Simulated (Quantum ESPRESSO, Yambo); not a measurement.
An input for Quantum ESPRESSO 7.5 (P (buckled honeycomb monolayer)):

```
&control
  calculation = 'nscf'
  prefix = 'x'
  outdir = 'o'
  pseudo_dir = 'pseudo'
/
&system
  ibrav = 0
  nat = 2
  ntyp = 1
  ecutwfc = 36.0
  nbnd = 347
  force_symmorphic = .true.
/
&electrons
  conv_thr = 1e-9
  electron_maxstep = 80
  diago_full_acc = .true.
  diago_thr_init = 5e-6
/
ATOMIC_SPECIES
  P 30.974 P.upf
CELL_PARAMETERS angstrom
  3.2834300571 -0.0000000003 0.0000000000
  -1.6417150283 2.8435338411 0.0000000000
  0.0000000000 0.0000000000 14.0000000000
ATOMIC_POSITIONS crystal
  P 0.3333333333 0.6666666667 0.4556487222
  P 0.6666666667 0.3333333333 0.5443512778
K_POINTS automatic
  9 9 1 0 0 0
```

```sh
OMP_NUM_THREADS=1 mpirun -n 8 pw.x -nk 4 -in pw.in > pw.out
```

Question: Estimate wall time and host memory on 8 MPI ranks of Intel Xeon 6975P-C (Granite Rapids), shared host.

It took 23 s; on shared hardware allow 11 s to 45 s. Peak host memory was 0.94 GiB.

[Paths, hosts, dates, memory and timing lines, banners, echoed tables and standing remarks are left out of the program output.]

[Logs are printed without paths, hosts, clocks, repeated set-up lines and the standing remarks that a program may print on its own settings, such as how far it seeks lower states.]

[Runs of the session that timed out or met a known fault of the program may be left out.]

[Hosts, paths, dates, database ids (printed as entryN), source tags and the programs' standing remarks are cut or masked in the printed files.]
